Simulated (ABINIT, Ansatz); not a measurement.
**A GW chain in ABINIT: KCaF3 (Pm-3m)**

Aim: the G0W0 gap of KCaF3 (Pm-3m) on PBEsol, step by step.

Program: ABINIT 10.8.3. Level of theory: PBEsol and many-body steps on it, plane waves. Results are calculated unless marked as measured.

## Step 1: Set-up

Symmetry: Pm-3m, No. 221, cubic system. Conventional cell: a = 4.482 Å, b = 4.482 Å, c = 4.482 Å, α = 90.00°, β = 90.00°, γ = 90.00°. Nearest to K lie 12 F at 3.17 Å. Nearest to Ca lie 6 F at 2.24 Å. Nearest to F lie 2 Ca at 2.24 Å and 4 K at 3.17 Å. Farther neighbours and most contacts between anions are not listed.

Structure file:

```cif
data_structure
_symmetry_space_group_name_H-M 'P 1'
_symmetry_Int_Tables_number 1
_cell_length_a 4.4817
_cell_length_b 4.4817
_cell_length_c 4.4817
_cell_angle_alpha 90.000
_cell_angle_beta 90.000
_cell_angle_gamma 90.000
_cell_volume 90.02
loop_
_atom_site_label
_atom_site_type_symbol
_atom_site_fract_x
_atom_site_fract_y
_atom_site_fract_z
_atom_site_occupancy
K1 K 0.50000 0.50000 0.50000 1
Ca2 Ca 0.00000 0.00000 0.00000 1
F3 F 0.00000 0.50000 0.00000 1
F4 F 0.00000 0.00000 0.50000 1
F5 F 0.50000 0.00000 0.00000 1
```

The cell and positions are those that the Materials Project relaxed with its own functionals (PBE, PBE+U or r2SCAN), kept fixed.

## Step 2: Ground state

This step: ABINIT 10.8.3; DFT, PBEsol, plane waves, norm-conserving pseudopotentials.

The ground-state density comes first.

Contents of run.abi:

```
acell 3*1.0 Angstrom
rprim 
  4.481726000000 0.000000000000 0.000000000000
  0.000000000000 4.481726000000 0.000000000000
  0.000000000000 0.000000000000 4.481726000000
ntypat 3
znucl 19 20 9
natom 5
typat 1 2 3 3 3
xred 
  0.500000000000 0.500000000000 0.500000000000
  0.000000000000 0.000000000000 0.000000000000
  0.000000000000 0.500000000000 0.000000000000
  0.000000000000 0.000000000000 0.500000000000
  0.500000000000 0.000000000000 0.000000000000
pp_dirpath "pseudos"
pseudos "K.upf, Ca.upf, F.upf"
ecut 36
ngkpt 6 6 6
nshiftk 1
shiftk 0 0 0
kptopt 1
chksymbreak 0
nband 26
occopt 1
tolvrs 1e-10
nstep 60
prtwf 0
optforces 0
optstress 0
indata_prefix "in"
outdata_prefix "out"
tmpdata_prefix "tmp"
```

The run is started by

```sh
> OMP_NUM_THREADS=1 mpirun -n 4 abinit run.abi > log
```

Numbers of over 12 decimals in the logs are rounded to 6 here.

The log of the run:

```text
.Version 10.8.3 of ABINIT. v10.8.2 released Aug 2026.

 Symmetries : space group Pm -3 m (#221); Bravais cP (primitive cubic)
================================================================================
 Values of the parameters that define the memory need of the present run
     intxc =       0    ionmov =       0      iscf =       7    lmnmax =       6
     lnmax =       6     mgfft =      48  mpssoang =       3    mqgrid =    3001
     natom =       5  nloc_mem =       1    nspden =       1   nspinor =       1
    nsppol =       1      nsym =      48    n1xccc =    2501    ntypat =       3
    occopt =       1   xclevel =       2
-    mband =          26        mffmem =           1         mkmem =           5
       mpw =        6311          nfft =      110592          nkpt =          20
================================================================================
  Rough estimation (10% accuracy) of disk space for files :
================================================================================

--------------------------------------------------------------------------------
------------- Echo of variables that govern the present computation ------------
--------------------------------------------------------------------------------
 -outvars: echo values of preprocessed input variables --------
            acell      1.8897261259E+00  1.8897261259E+00  1.8897261259E+00 Bohr

      chksymbreak           0
             ecut      3.60000000E+01 Hartree
-          fftalg         312

              ixc     -116133
              kpt      0.00000000E+00  0.00000000E+00  0.00000000E+00
                       1.66666667E-01  0.00000000E+00  0.00000000E+00
                       3.33333333E-01  0.00000000E+00  0.00000000E+00
                       5.00000000E-01  0.00000000E+00  0.00000000E+00
                       1.66666667E-01  1.66666667E-01  0.00000000E+00
                       3.33333333E-01  1.66666667E-01  0.00000000E+00
                       5.00000000E-01  1.66666667E-01  0.00000000E+00
                       3.33333333E-01  3.33333333E-01  0.00000000E+00
                       5.00000000E-01  3.33333333E-01  0.00000000E+00
   [... 9 further rows ...]
                       5.00000000E-01  5.00000000E-01  3.33333333E-01
                       5.00000000E-01  5.00000000E-01  5.00000000E-01
         kptrlatt        6    0    0      0    6    0      0    0    6
          kptrlen      5.08154083E+01
P           mkmem           5
            natom           5
            nband          26
            ngfft          48      48      48
             nkpt          20
            nstep          60
             nsym          48
           ntypat           3
              occ      2.000000  2.000000  2.000000  2.000000  2.000000  2.000000
                       2.000000  2.000000  2.000000  2.000000  2.000000  2.000000
                       2.000000  2.000000  2.000000  2.000000  2.000000  2.000000
                       2.000000  2.000000  0.000000  0.000000  0.000000  0.000000
                       0.000000  0.000000
        optforces           0
        optstress           0
            prtwf           0
            rprim      4.4817260000E+00  0.0000000000E+00  0.0000000000E+00
[...]
spgroup         221

           tolvrs      1.00000000E-10

             xred      5.0000000000E-01  5.0000000000E-01  5.0000000000E-01
[...]
znucl       19.00000   20.00000    9.00000

================================================================================

 chkinp: Checking input parameters for consistency.

================================================================================
== DATASET  1 ==================================================================
-   mpi_nproc: 4, omp_nthreads: 1 (-1 if OMP is not activated)

--- !DatasetInfo
iteration_state: {dtset: 1, }
dimensions: {natom: 5, nkpt: 20, mband: 26, nsppol: 1, nspinor: 1, nspden: 1, mpw: 6311, }
cutoff_energies: {ecut:  36.0, pawecutdg:  -1.0, }
electrons: {nelect:   4.00000000E+01, charge:   0.00000000E+00, occopt:   1.00000000E+00, tsmear:   1.00000000E-02, }

 Real(R)+Recip(G) space primitive vectors, cartesian coordinates (Bohr,Bohr^-1):
 R(1)=  8.4692347  0.0000000  0.0000000  G(1)=  0.1180744  0.0000000  0.0000000
 R(2)=  0.0000000  8.4692347  0.0000000  G(2)=  0.0000000  0.1180744  0.0000000
 R(3)=  0.0000000  0.0000000  8.4692347  G(3)=  0.0000000  0.0000000  0.1180744
 Unit cell volume ucvol=  6.0748073E+02 bohr^3
 Angles (23,13,12)=  9.00000000E+01  9.00000000E+01  9.00000000E+01 degrees

 getcut: wavevector=  0.0000  0.0000  0.0000  ngfft=  48  48  48
         ecut(hartree)=     36.000   => boxcut(ratio)=   2.09836

--- Pseudopotential description ------------------------------------------------
- K Generated using ONCVPSP code by D. R. Hamann
- 19.00000   9.00000  180301                  znucl, zion, pspdat
12 -116133 2 -1 2250                          pspcod,pspxc,lmax,lloc,mmax
     nproj     2     2     2
  pspatm : epsatm=    8.32504554
         --- l  ekb(1:nproj) -->
[...]
pspatm: atomic psp has been read  and splines computed

- Ca Generated using ONCVPSP code by D. R. Hamann
- 20.00000  10.00000  180301                  znucl, zion, pspdat
12 -116133 2 -1 1746                          pspcod,pspxc,lmax,lloc,mmax
     nproj     2     2     2
  pspatm : epsatm=   12.46101000
         --- l  ekb(1:nproj) -->
[...]
pspatm: atomic psp has been read  and splines computed

- F Generated using ONCVPSP code by D. R. Hamann
-  9.00000   7.00000  180301                  znucl, zion, pspdat
12 -116133 2 -1 832                           pspcod,pspxc,lmax,lloc,mmax
     nproj     2     2     1
  pspatm : epsatm=    4.89824381
         --- l  ekb(1:nproj) -->
[...]
2   -2.394754
 pspatm: atomic psp has been read  and splines computed

   1.41923148E+03                                ecore*ucvol(ha*bohr**3)
--------------------------------------------------------------------------------

_setup2: Arith. and geom. avg. npw (full set) are    6268.338    6268.317

================================================================================

--- !BeginCycle
iteration_state: {dtset: 1, }
solver: {iscf: 7, nstep: 60, nline: 4, wfoptalg: 0, }
tolerances: {tolvrs: 1.00E-10, }

     iter   Etot(hartree)      deltaE(h)  residm     vres2
 ETOT  1  -142.42915580837    -1.424E+02 1.493E-01 6.905E+02
 ETOT  2  -142.49741146160    -6.826E-02 3.208E-02 4.390E+02
 ETOT  3  -142.68020390026    -1.828E-01 2.333E-02 5.899E+01
 ETOT  4  -142.68925029259    -9.046E-03 6.364E-03 2.963E+00
 ETOT  5  -142.68931026372    -5.997E-05 1.866E-03 5.371E-01
 ETOT  6  -142.68937176984    -6.151E-05 2.923E-03 3.256E-02
 ETOT  7  -142.68937471556    -2.946E-06 1.581E-03 1.166E-03
 ETOT  8  -142.68937476877    -5.321E-08 1.342E-03 4.144E-05
 ETOT  9  -142.68937477021    -1.439E-09 6.221E-04 3.069E-06
 ETOT 10  -142.68937477034    -1.255E-10 4.298E-04 3.799E-08
 ETOT 11  -142.68937477034     2.842E-14 1.903E-04 2.003E-09
 ETOT 12  -142.68937477033     7.475E-12 1.298E-04 2.379E-11

 At SCF step   12       vres2   =  2.38E-11 < tolvrs=  1.00E-10 =>converged.

--- !ResultsGS
iteration_state: {dtset: 1, }
comment   : Summary of ground state results
lattice_vectors:
- [  8.4692347,   0.0000000,   0.0000000, ]
- [  0.0000000,   8.4692347,   0.0000000, ]
- [  0.0000000,   0.0000000,   8.4692347, ]
lattice_lengths: [   8.46923,    8.46923,    8.46923, ]
lattice_angles: [ 90.000,  90.000,  90.000, ] # degrees, (23, 13, 12)
lattice_volume:   6.0748073E+02
convergence: {deltae:  7.475E-12, res2:  2.379E-11, residm:  1.298E-04, diffor:  0.000E+00, }
etotal    :  -1.42689375E+02
entropy   :   0.00000000E+00
fermie    :  -1.66183916E-02
cartesian_stress_tensor: null
pressure_GPa: null
xred      :
- [  5.0000E-01,   5.0000E-01,   5.0000E-01,  K]
- [  0.0000E+00,   0.0000E+00,   0.0000E+00, Ca]
- [  0.0000E+00,   5.0000E-01,   0.0000E+00,  F]
- [  0.0000E+00,   0.0000E+00,   5.0000E-01,  F]
- [  5.0000E-01,   0.0000E+00,   0.0000E+00,  F]
cartesian_forces: null
force_length_stats: {min: null, max: null, mean: null, }

 Integrated electronic density in atomic spheres:
 ------------------------------------------------
 Atom  Sphere_radius  Integrated_density
[...]
================================================================================

 ----iterations are completed or convergence reached----

 Mean square residual over all n,k,spin=   36.586E-08; max=  12.982E-05
 reduced coordinates (array xred) for    5 atoms
       0.500000000000      0.500000000000      0.500000000000
       0.000000000000      0.000000000000      0.000000000000
       0.000000000000      0.500000000000      0.000000000000
       0.000000000000      0.000000000000      0.500000000000
       0.500000000000      0.000000000000      0.000000000000
 rms dE/dt=  0.0000E+00; max dE/dt=  0.0000E+00; dE/dt below (all hartree)
    1       0.000000000000      0.000000000000      0.000000000000
    2       0.000000000000      0.000000000000      0.000000000000
    3       0.000000000000      0.000000000000      0.000000000000
    4       0.000000000000      0.000000000000      0.000000000000
    5       0.000000000000      0.000000000000      0.000000000000

 cartesian coordinates (angstrom) at end:
    1      2.240863     2.240863     2.240863
    2      0.000000     0.000000     0.000000
    3      0.000000     2.240863     0.000000
    4      0.000000     0.000000     2.240863
    5      2.240863     0.000000     0.000000
 length scales=  1.889726125908  1.889726125908  1.889726125908 bohr
              =  1.000000000000  1.000000000000  1.000000000000 angstroms
 prteigrs : about to open file out_EIG
 Fermi (or HOMO) energy (hartree) =  -0.01662   Average Vxc (hartree)=  -0.31972
 Eigenvalues (hartree) for nkpt=  20  k points:
 kpt#   1, nband= 26, wtk=  0.00463, kpt=  0.0000  0.0000  0.0000 (reduced coord)
  -1.31450   -0.99116   -0.71564   -0.71158   -0.71158   -0.62465   -0.62465   -0.62465
  -0.38548   -0.38548   -0.38548   -0.04920   -0.04920   -0.04920   -0.03055   -0.03055
  -0.03055   -0.02325   -0.02325   -0.02325    0.20596    0.30781    0.30781    0.30781
   0.31625    0.31625
 prteigrs : prtvol=0 or 1, do not print more k-points.

--- !EnergyTerms
iteration_state     : {dtset: 1, }
comment             : Components of total free energy in Hartree
kinetic             :  7.19543547601926E+01
hartree             :  4.17673585730811E+01
xc                  : -2.99756857841520E+01
Ewald energy        : -8.89530244761196E+01
psp_core            :  2.33625760969894E+00
local_psp           : -1.39426337395489E+02
non_local_psp       : -3.92298057541554E-01
total_energy        : -1.42689374770329E+02
total_energy_eV     : -3.88277569007296E+03
band_energy         : -1.57089622618709E+01

== END DATASET(S) ==============================================================
================================================================================

 -outvars: echo values of variables after computation  --------
           etotal     -1.4268937477E+02
            nband          26
             nkpt          20
          spgroup         221
 [... the other variables as echoed above ...]

 Calculation completed.
```

It took 35 s on 4 MPI ranks of Arm Neoverse V2, shared host; peak memory 0.38 GiB.

Numbers from this step:

```
total energy               : -3882.7757 eV
gap                        : 6.057 eV
k of the valence top       : 0.5, 0.5, 0.5
k of the conduction bottom : 0, 0, 0
least direct gap           : 6.237 eV
```

The gap is indirect, with the least direct gap 0.18 eV higher.

(Part 1 of 3 ends here.)

[Paths, hosts, dates, memory and timing lines, banners, echoed tables and standing remarks are left out of the program output.]

[Logs are printed without paths, hosts, clocks, repeated set-up lines and the standing remarks that a program may print on its own settings, such as how far it seeks lower states.]

[Runs of the session that timed out or met a known fault of the program may be left out.]

[Hosts, paths, dates, database ids (printed as entryN), source tags and the programs' standing remarks are cut or masked in the printed files.]

[G0W0 gaps are taken among the corrected bands and points alone; a level outside them can change the order at an edge.]

[Where Ansatz stands beside ABINIT at settings called matched, ABINIT's density can come from a denser mesh and the files from another edition; pairs whose starting gaps differed by over 0.03 eV were left out, so agreement reads better than it is.]
